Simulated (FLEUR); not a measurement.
# FeGe: parallel and opposed starts, part 2 of 2

Aim: find out whether FeGe carries moments, and which collinear order costs least.

FLEUR MaX-R8.1; PBE; all-electron FLAPW, Dirac cores, scalar-relativistic bands.

So far. Step 2 (Start 1: ferro ++++): After 29 cycles the largest moment stands at 1.22 μB.

The database entry behind the starting cell differs from later determinations by our own check (about 0.2 % short), so it need not match the best structure at ambient conditions.

## (3) Order 2, typed as antiferro ++--

Another pattern of signs weighs the neighbour shells otherwise.

The input, inp.xml:

```
<?xml version="1.0" encoding="UTF-8" standalone="no"?>
<fleurInput fleurInputVersion="0.39">
   <comment>
      FeGe
   </comment>
   <calculationSetup>
      <cutoffs Kmax="3.74" Gmax="11.2" GmaxXC="11.2" numbands="0"/>
      <scfLoop itmax="90" minDistance="0.00002" maxIterBroyd="15" imix="Anderson" alpha="0.05" precondParam="0.0" spinf="2.0" sdNocoIR="T"/>
      <coreElectrons ctail="T" frcor="F" kcrel="0" coretail_lmax="0"/>
      <xcFunctional name="pbe" relativisticCorrections="F"/>
      <magnetism jspins="2"/>
      <soc l_soc="F" theta="0.0" phi="0.0" spav="F"/>
      <expertModes spex="0" secvar="F"/>
      <geometryOptimization l_f="F" forcealpha="1.0" forcemix="BFGS" epsdisp="0.00001" epsforce="0.00001"/>
      <ldaU l_linMix="F" mixParam="0.05" spinf="1.0"/>
   </calculationSetup>
   <cell>
      <bzIntegration valenceElectrons="120.0" mode="hist" fermiSmearingEnergy="0.00183747">
         <kPointListSelection listName="default-1"/>
         <xi:include xmlns:xi="http://www.w3.org/2001/XInclude" href="kpts.xml"> </xi:include>
      </bzIntegration>
      <xi:include xmlns:xi="http://www.w3.org/2001/XInclude" href="sym.xml"> </xi:include>
      <bulkLattice scale="1.0">
         <bravaisMatrix>
            <row-1>    8.8609257982493990     0.0000000000000000     0.0000000000000000</row-1>
            <row-2>    0.0000000000000000     8.8609257982493990     0.0000000000000000</row-2>
            <row-3>    0.0000000000000000     0.0000000000000000     8.8609257982493990</row-3>
         </bravaisMatrix>
      </bulkLattice>
   </cell>
   <atomSpecies>
      <species name="Iron (Fe) 2.800" element="Fe" atomicNumber="26">
         <mtSphere radius="2.19" gridPoints="725" logIncrement="0.017"/>
         <atomicCutoffs lmax="8" lnonsphr="6"/>
         <electronConfig flipSpins="F">
            <coreConfig>(1s1/2) (2s1/2) (2p1/2) (2p3/2)</coreConfig>
            <valenceConfig>(3s1/2) (3p1/2) (3p3/2) (4s1/2) (3d3/2) (3d5/2)</valenceConfig>
            <stateOccupation state="(3d3/2)" spinUp="1.4" spinDown="1.0"/>
            <stateOccupation state="(3d5/2)" spinUp="3.0" spinDown="0.6"/>
         </electronConfig>
         <energyParameters s="4" p="4" d="3" f="4"/>
         <lo type="SCLO" l="0" n="3" eDeriv="0"/>
         <lo type="SCLO" l="1" n="3" eDeriv="0"/>
      </species>
      <species name="Iron (Fe) -2.800" element="Fe" atomicNumber="26">
         <mtSphere radius="2.19" gridPoints="725" logIncrement="0.017"/>
         <atomicCutoffs lmax="8" lnonsphr="6"/>
         <electronConfig flipSpins="F">
            <coreConfig>(1s1/2) (2s1/2) (2p1/2) (2p3/2)</coreConfig>
            <valenceConfig>(3s1/2) (3p1/2) (3p3/2) (4s1/2) (3d3/2) (3d5/2)</valenceConfig>
            <stateOccupation state="(3d3/2)" spinUp="1.0" spinDown="1.4"/>
            <stateOccupation state="(3d5/2)" spinUp="0.6" spinDown="3.0"/>
         </electronConfig>
         <energyParameters s="4" p="4" d="3" f="4"/>
         <lo type="SCLO" l="0" n="3" eDeriv="0"/>
         <lo type="SCLO" l="1" n="3" eDeriv="0"/>
      </species>
      <species name="Germanium (Ge)" element="Ge" atomicNumber="32">
         <mtSphere radius="2.19" gridPoints="725" logIncrement="0.017"/>
         <atomicCutoffs lmax="8" lnonsphr="6"/>
         <electronConfig flipSpins="F">
            <coreConfig>(1s1/2) (2s1/2) (2p1/2) (2p3/2) (3s1/2) (3p1/2) (3p3/2)</coreConfig>
            <valenceConfig>(4s1/2) (3d3/2) (3d5/2) (4p1/2) (4p3/2)</valenceConfig>
            <stateOccupation state="(4p1/2)" spinUp="0.333333" spinDown="0.333333"/>
            <stateOccupation state="(4p3/2)" spinUp="0.666667" spinDown="0.666667"/>
         </electronConfig>
         <energyParameters s="4" p="4" d="3" f="4"/>
      </species>
   </atomSpecies>
   <atomGroups>
      <atomGroup species="Iron (Fe) 2.800">
         <relPos label="                   1">.1350000000 .1350000000 .1350000000</relPos>
         <relPos label="                   2">.3650000000 -.1350000000 -.3650000000</relPos>
         <force calculate="T" relaxXYZ="TTT"/>
      </atomGroup>
      <atomGroup species="Iron (Fe) -2.800">
         <relPos label="                   3">-.3650000000 .3650000000 -.1350000000</relPos>
         <relPos label="                   4">-.1350000000 -.3650000000 .3650000000</relPos>
         <force calculate="T" relaxXYZ="TTT"/>
      </atomGroup>
      <atomGroup species="Germanium (Ge)">
         <relPos label="                   5">-.1580000000 -.1580000000 -.1580000000</relPos>
         <relPos label="                   6">-.3420000000 .1580000000 .3420000000</relPos>
         <force calculate="T" relaxXYZ="TTT"/>
      </atomGroup>
      <atomGroup species="Germanium (Ge)">
         <relPos label="                   7">.3420000000 -.3420000000 .1580000000</relPos>
         <relPos label="                   8">.1580000000 .3420000000 -.3420000000</relPos>
         <force calculate="T" relaxXYZ="TTT"/>
      </atomGroup>
   </atomGroups>
   <output dos="F" band="F" slice="F">
      <bandDOS minEnergy="-.5*Htr" maxEnergy="0.5*Htr" sigma="0.015" storeEVData="T"/>
      <plotting iplot="0" polar="F">
         <plot TwoD="T" vec1="  1.0  0.0  0.0" vec2="  0.0  1.0  0.0" vec3="  0.0  0.0  1.0" zero="  0.0  0.0  0.0" file="plot"/>
      </plotting>
      <moessbauerParams electricFieldGradient="F" isomerShift="F" coreHyperfine="F" valenceHyperfine="F"/>
   </output>
</fleurInput>
```

The input, crystal.txt:

```
FeGe
&input film=F cartesian=F /
4.68900000000  0.00000000000  0.00000000000
0.00000000000  4.68900000000  0.00000000000
0.00000000000  0.00000000000  4.68900000000
1.8897261246
1.0 1.0 1.0

8
26 0.13500000000  0.13500000000  0.13500000000 : 2.800
26 0.36500000000  0.86500000000  0.63500000000 : 2.800
26 0.63500000000  0.36500000000  0.86500000000 : -2.800
26 0.86500000000  0.63500000000  0.36500000000 : -2.800
32 0.84200000000  0.84200000000  0.84200000000
32 0.65800000000  0.15800000000  0.34200000000
32 0.34200000000  0.65800000000  0.15800000000
32 0.15800000000  0.34200000000  0.65800000000

&kpt div1=10 div2=10 div3=10 gamma=T /
```

Started as:

```
$ OMP_NUM_THREADS=1 inpgen -f crystal.txt > inpgen.log  # inp.xml is then edited as shown
$ OMP_NUM_THREADS=1 mpirun -n 4 fleur_MPI > fleur.log
```

The program printed:

```text
[banner, memory and clock lines left out]
Welcome to FLEUR        (www.flapw.de)
      MaX-Release 8.1          (www.max-centre.eu)

 ========== k-point set info ==========
 Selected k-point list: default-1
 k-point list type: mesh
 10 x 10 x 10
 Number of k points: 312

 ------------Calculation Setup---------------------------
 Number of PE/node        :            4
 Number of OMP-threads    :            1
 k-points in parallel     :            4
 pe's per k-point         :            1
 No of k-point loops      :           78
 Eigenvalue solver        :       lapack
 Number of basis functions:          674
 Approximate size of matrices (H+S) per k-point:         0.014 GB
 Iteration:     1   Distance:      18.65184369 me/bohr^3
 Iteration:     2   Distance:      16.99676232 me/bohr^3
 Iteration:     3   Distance:      13.15132816 me/bohr^3
 Iteration:     4   Distance:       6.99344538 me/bohr^3
 Iteration:     5   Distance:       6.19310697 me/bohr^3
 Iteration:     6   Distance:       3.39340233 me/bohr^3
 Iteration:     7   Distance:       3.22876887 me/bohr^3
 Iteration:     8   Distance:       2.34818360 me/bohr^3
 Iteration:     9   Distance:       2.06578583 me/bohr^3
 Iteration:    10   Distance:       0.90935579 me/bohr^3
[... 22 iterations left out ...]
 Iteration:    33   Distance:       0.00052850 me/bohr^3
 Iteration:    34   Distance:       0.00028103 me/bohr^3
 Iteration:    35   Distance:       0.00017333 me/bohr^3
 Iteration:    36   Distance:       0.00011342 me/bohr^3
 Iteration:    37   Distance:       0.00010465 me/bohr^3
 Iteration:    38   Distance:       0.00006545 me/bohr^3
 Iteration:    39   Distance:       0.00004911 me/bohr^3
 Iteration:    40   Distance:       0.00004067 me/bohr^3
 Iteration:    41   Distance:       0.00004000 me/bohr^3
 Iteration:    42   Distance:       0.00001954 me/bohr^3

 ********************************************************************
 Run finished successfully
 Stop message:
   all done
 ********************************************************************

--- out.xml (last complete iteration) ---
<iteration numberForCurrentRun="   42" overallNumber="   42">
         [... left out ...]
         <bandgap value="0.0000000309" units="eV"/>
         <sumValenceSingleParticleEnergies value="-66.8949057145" units="Htr"/>
         <FermiEnergy value="0.4026522452" units="Htr"/>
         <valenceDensity>
            <mtCharges spin="1">
               <mtCharge atomType="1" total="7.8904167" s="1.1302257" p="3.1406919" d="3.6112682" f="0.0070120"/>
               <mtCharge atomType="2" total="6.8087601" s="1.1225701" p="3.1329273" d="2.5448672" f="0.0071323"/>
               <mtCharge atomType="3" total="6.0520017" s="0.5069507" p="0.5363945" d="4.9962367" f="0.0102038"/>
               <mtCharge atomType="4" total="6.0457864" s="0.5105654" p="0.5257051" d="4.9968917" f="0.0103922"/>
            </mtCharges>
            <mtCharges spin="2">
               <mtCharge atomType="1" total="6.8087601" s="1.1225701" p="3.1329273" d="2.5448672" f="0.0071323"/>
               <mtCharge atomType="2" total="7.8904167" s="1.1302257" p="3.1406919" d="3.6112683" f="0.0070120"/>
               <mtCharge atomType="3" total="6.0457863" s="0.5105654" p="0.5257050" d="4.9968917" f="0.0103922"/>
               <mtCharge atomType="4" total="6.0520017" s="0.5069507" p="0.5363946" d="4.9962367" f="0.0102038"/>
            </mtCharges>
            <spinDependentCharge spin="1" total="59.9999999" interstitial="6.4060705" mtSpheres="53.5939295"/>
            <spinDependentCharge spin="2" total="60.0000001" interstitial="6.4060705" mtSpheres="53.5939296"/>
            <totalCharge value="120.0000000000"/>
         </valenceDensity>
         [... left out ...]
         <magneticMomentsInMTSpheres units="muBohr">
            <globalMagMoment atomType="1" vec="0.00000   0.00000   1.08166"/>
            <localMagMoment atomType="1" vec="0.00000   0.00000   1.08166"/>
            <globalMagMoment atomType="2" vec="0.00000   0.00000  -1.08166"/>
            <localMagMoment atomType="2" vec="0.00000   0.00000  -1.08166"/>
            <globalMagMoment atomType="3" vec="0.00000   0.00000   0.00621"/>
            <localMagMoment atomType="3" vec="0.00000   0.00000   0.00621"/>
            <globalMagMoment atomType="4" vec="0.00000   0.00000  -0.00621"/>
            <localMagMoment atomType="4" vec="0.00000   0.00000  -0.00621"/>
         </magneticMomentsInMTSpheres>
         [... left out ...]
         <totalEnergy value="   -13487.5450030070" units="Htr">
            <sumOfEigenvalues value="    -7747.1393991519">
               <coreElectrons value="-7680.2444934374"/>
               <valenceElectrons value="-66.8949057145"/>
            </sumOfEigenvalues>
            <densityCoulombPotentialIntegral value="-20775.8245357126"/>
            <densityEffectivePotentialIntegral value="-21481.5658795206"/>
            <chargeDenXCDenIntegral value="-543.0222927718"/>
            <FockExchangeEnergyValence value="0.0000000000"/>
            <FockExchangeEnergyCore value="0.0000000000"/>
         [... left out ...]
            <tkbTimesEntropy value="0.0021783565"/>
            <freeEnergy value="-13487.5471813635"/>
            <extrapolationTo0K value="-13487.5460921853"/>
         </totalEnergy>
         <densityConvergence units="me/bohr^3">
            <chargeDensity spin="1" distance="0.0000117317"/>
            <chargeDensity spin="2" distance="0.0000115809"/>
            <overallChargeDensity distance="0.0000127120"/>
            <spinDensity distance="0.0000195424"/>
         </densityConvergence>
      </iteration>
```

Wall time 49 min (4 MPI ranks of Arm Neoverse V2, shared host); peak memory 1.2 GiB; 3.3 h of CPU time.

Spin moment in the muffin-tin sphere by atom:

```tsv
atom	spin moment in the muffin-tin sphere (μB)
Fe1	1.08
Fe2	1.08
Fe3	-1.08
Fe4	-1.08
Ge5	0.01
Ge6	0.01
Ge7	-0.01
Ge8	-0.01
```

Read from the output:

```yaml
free_energy: -367014.8559 eV
program_s_band_gap_on_this_mesh_in_a_metal_only_a_level_spacing: 3.09e-8 eV
magnetization: 0 μB
final_state: antiferromagnetic
```

It lies 55.8 meV a seeded atom over the first start, and its largest moment is 1.08 μB against 1.22 μB.

## (4) Ranking

Free energies are divided by the number of seeded atoms.

Orders:

```tsv
start	final state	typed order kept	energy over the lowest (meV a seeded atom)	largest sphere moment (μB)	net moment (μB a primitive cell)	mesh matched	CPU time (s)
ferro ++++	ferromagnetic, with opposed induced moments	yes	0	1.219	4.365	yes	2155
antiferro ++--	antiferromagnetic	yes	55.83	1.082	0	yes	11737
```

## (5) Spin–orbit coupling, moments along [001]

Spin–orbit coupling ties the spins to the lattice and lets orbital moments form.

A new self-consistent run of the start ferro ++++, with the moments along z.

The input, inp.xml:

```
<?xml version="1.0" encoding="UTF-8" standalone="no"?>
<fleurInput fleurInputVersion="0.39">
   <comment>
      FeGe
   </comment>
   <calculationSetup>
      <cutoffs Kmax="3.74" Gmax="11.2" GmaxXC="11.2" numbands="280"/>
      <scfLoop itmax="90" minDistance="0.00002" maxIterBroyd="15" imix="Anderson" alpha="0.05" precondParam="0.0" spinf="2.0" sdNocoIR="T"/>
      <coreElectrons ctail="T" frcor="F" kcrel="0" coretail_lmax="0"/>
      <xcFunctional name="pbe" relativisticCorrections="F"/>
      <magnetism jspins="2"/>
      <soc l_soc="T" theta="0.0" phi="0.0" spav="F"/>
      <expertModes spex="0" secvar="F"/>
      <geometryOptimization l_f="F" forcealpha="1.0" forcemix="BFGS" epsdisp="0.00001" epsforce="0.00001"/>
      <ldaU l_linMix="F" mixParam="0.05" spinf="1.0"/>
   </calculationSetup>
   <cell>
      <bzIntegration valenceElectrons="120.0" mode="hist" fermiSmearingEnergy="0.00183747">
         <kPointListSelection listName="default-1"/>
         <xi:include xmlns:xi="http://www.w3.org/2001/XInclude" href="kpts.xml"> </xi:include>
      </bzIntegration>
      <xi:include xmlns:xi="http://www.w3.org/2001/XInclude" href="sym.xml"> </xi:include>
      <bulkLattice scale="1.0">
         <bravaisMatrix>
            <row-1>    8.8609257982493990     0.0000000000000000     0.0000000000000000</row-1>
            <row-2>    0.0000000000000000     8.8609257982493990     0.0000000000000000</row-2>
            <row-3>    0.0000000000000000     0.0000000000000000     8.8609257982493990</row-3>
         </bravaisMatrix>
      </bulkLattice>
   </cell>
   <atomSpecies>
      <species name="Iron (Fe) 2.800" element="Fe" atomicNumber="26">
         <mtSphere radius="2.19" gridPoints="725" logIncrement="0.017"/>
         <atomicCutoffs lmax="8" lnonsphr="6"/>
         <electronConfig flipSpins="F">
            <coreConfig>(1s1/2) (2s1/2) (2p1/2) (2p3/2)</coreConfig>
            <valenceConfig>(3s1/2) (3p1/2) (3p3/2) (4s1/2) (3d3/2) (3d5/2)</valenceConfig>
            <stateOccupation state="(3d3/2)" spinUp="1.4" spinDown="1.0"/>
            <stateOccupation state="(3d5/2)" spinUp="3.0" spinDown="0.6"/>
         </electronConfig>
         <energyParameters s="4" p="4" d="3" f="4"/>
         <lo type="SCLO" l="0" n="3" eDeriv="0"/>
         <lo type="SCLO" l="1" n="3" eDeriv="0"/>
      </species>
      <species name="Germanium (Ge)" element="Ge" atomicNumber="32">
         <mtSphere radius="2.19" gridPoints="725" logIncrement="0.017"/>
         <atomicCutoffs lmax="8" lnonsphr="6"/>
         <electronConfig flipSpins="F">
            <coreConfig>(1s1/2) (2s1/2) (2p1/2) (2p3/2) (3s1/2) (3p1/2) (3p3/2)</coreConfig>
            <valenceConfig>(4s1/2) (3d3/2) (3d5/2) (4p1/2) (4p3/2)</valenceConfig>
            <stateOccupation state="(4p1/2)" spinUp="0.333333" spinDown="0.333333"/>
            <stateOccupation state="(4p3/2)" spinUp="0.666667" spinDown="0.666667"/>
         </electronConfig>
         <energyParameters s="4" p="4" d="3" f="4"/>
      </species>
   </atomSpecies>
   <atomGroups>
      <atomGroup species="Iron (Fe) 2.800">
         <relPos label="                   1">.1350000000 .1350000000 .1350000000</relPos>
         <relPos label="                   2">.3650000000 -.1350000000 -.3650000000</relPos>
         <force calculate="T" relaxXYZ="TTT"/>
      </atomGroup>
      <atomGroup species="Iron (Fe) 2.800">
         <relPos label="                   3">-.3650000000 .3650000000 -.1350000000</relPos>
         <relPos label="                   4">-.1350000000 -.3650000000 .3650000000</relPos>
         <force calculate="T" relaxXYZ="TTT"/>
      </atomGroup>
      <atomGroup species="Germanium (Ge)">
         <relPos label="                   5">-.1580000000 -.1580000000 -.1580000000</relPos>
         <relPos label="                   6">-.3420000000 .1580000000 .3420000000</relPos>
         <force calculate="T" relaxXYZ="TTT"/>
      </atomGroup>
      <atomGroup species="Germanium (Ge)">
         <relPos label="                   7">.3420000000 -.3420000000 .1580000000</relPos>
         <relPos label="                   8">.1580000000 .3420000000 -.3420000000</relPos>
         <force calculate="T" relaxXYZ="TTT"/>
      </atomGroup>
   </atomGroups>
   <output dos="F" band="F" slice="F">
      <bandDOS minEnergy="-.5*Htr" maxEnergy="0.5*Htr" sigma="0.015" storeEVData="T"/>
      <plotting iplot="0" polar="F">
         <plot TwoD="T" vec1="  1.0  0.0  0.0" vec2="  0.0  1.0  0.0" vec3="  0.0  0.0  1.0" zero="  0.0  0.0  0.0" file="plot"/>
      </plotting>
      <moessbauerParams electricFieldGradient="F" isomerShift="F" coreHyperfine="F" valenceHyperfine="F"/>
   </output>
</fleurInput>
```

The input, crystal.txt:

```
FeGe
&input film=F cartesian=F /
4.68900000000  0.00000000000  0.00000000000
0.00000000000  4.68900000000  0.00000000000
0.00000000000  0.00000000000  4.68900000000
1.8897261246
1.0 1.0 1.0

8
26 0.13500000000  0.13500000000  0.13500000000 : 2.800
26 0.36500000000  0.86500000000  0.63500000000 : 2.800
26 0.63500000000  0.36500000000  0.86500000000 : 2.800
26 0.86500000000  0.63500000000  0.36500000000 : 2.800
32 0.84200000000  0.84200000000  0.84200000000
32 0.65800000000  0.15800000000  0.34200000000
32 0.34200000000  0.65800000000  0.15800000000
32 0.15800000000  0.34200000000  0.65800000000

&soc 0.0000000 0.0000000 /
&kpt div1=10 div2=10 div3=10 gamma=T /
```

The program printed:

```text
[banner, memory and clock lines left out]
Welcome to FLEUR        (www.flapw.de)
      MaX-Release 8.1          (www.max-centre.eu)

 ========== k-point set info ==========
 Selected k-point list: default-1
 k-point list type: mesh
 10 x 10 x 10
 Number of k points: 520

 [... set-up left out ...]
 Iteration:     1   Distance:      19.73127080 me/bohr^3
 Iteration:     2   Distance:      17.90964056 me/bohr^3
 Iteration:     3   Distance:      13.68723125 me/bohr^3
 Iteration:     4   Distance:       8.29600289 me/bohr^3
 Iteration:     5   Distance:       8.30310978 me/bohr^3
 Iteration:     6   Distance:       5.00608628 me/bohr^3

--- out.xml (last complete iteration) ---
<iteration numberForCurrentRun="    6" overallNumber="    6">
         [... left out ...]
         <bandgap value="0.0007830858" units="eV"/>
         <sumValenceSingleParticleEnergies value="-67.0108633977" units="Htr"/>
         <FermiEnergy value="0.4100905542" units="Htr"/>
         [... left out ...]
         <magneticMomentsInMTSpheres units="muBohr">
            <globalMagMoment atomType="1" vec="0.00000   0.00000   1.61455"/>
            <globalMagMoment atomType="2" vec="0.00000   0.00000   1.61455"/>
            <globalMagMoment atomType="3" vec="0.00000   0.00000  -0.09316"/>
            <globalMagMoment atomType="4" vec="0.00000   0.00000  -0.09316"/>
         </magneticMomentsInMTSpheres>
         <orbitalMomentsInMTSpheres units="muBohr">
            <globalMagMoment atomType="1" vec="0.00000   0.00000   0.04912"/>
            <globalMagMoment atomType="2" vec="0.00000   0.00000   0.04912"/>
            <globalMagMoment atomType="3" vec="0.00000   0.00000   0.00067"/>
            <globalMagMoment atomType="4" vec="0.00000   0.00000   0.00067"/>
         </orbitalMomentsInMTSpheres>
         [... left out ...]
         <totalEnergy value="   -13487.5520671799" units="Htr">
            <sumOfEigenvalues value="    -7747.4151241568">
               <coreElectrons value="-7680.4042607591"/>
               <valenceElectrons value="-67.0108633977"/>
            </sumOfEigenvalues>
         [... left out ...]
            <freeEnergy value="-13487.5544252455"/>
            <extrapolationTo0K value="-13487.5532462127"/>
         </totalEnergy>
         <densityConvergence units="me/bohr^3">
            <chargeDensity spin="1" distance="2.5138877349"/>
            <chargeDensity spin="2" distance="2.6717477571"/>
            <overallChargeDensity distance="1.3619234121"/>
            <spinDensity distance="5.0060862819"/>
         </densityConvergence>
      </iteration>
```

Wall time 46 min (4 MPI ranks); peak memory 6.6 GiB.

The run was cut off at its time limit.

After 6 cycles the density distance stands at 5.0 me/bohr³, above the threshold of 2e-05.

## (6) Outcome

| Property | Result |
| --- | --- |
| lowest state found | ferromagnetic (typed ferro ++++) |
| largest site spin moment | 1.22 μB |
| next finished state | antiferromagnetic, 55.8 meV a seeded atom higher |

In words: The lowest state found is ferromagnetic, reached from the start ferro ++++, with moments up to 1.22 μB. The next finished state costs 56 meV a seeded atom. The self-consistent run with spin–orbit coupling gave no result. This is the lowest of 2 finished starts, no proof of the ground state. With 4 seeded atoms in the first cell, sign patterns within that cell may remain untried.

[Logs and program files are shortened in this print: banners, set-up blocks, solver, clock and traceback lines can be left out without a mark of their own.]

[Logs are printed without paths, hosts, clocks, repeated set-up lines and the standing remarks that a program may print on its own settings, such as how far it seeks lower states.]

[Hosts, paths, dates, database ids (printed as entryN), source tags and the programs' standing remarks are cut or masked in the printed files.]

[Where a cell is said to come from a database of computed structures, the database is the Materials Project.]
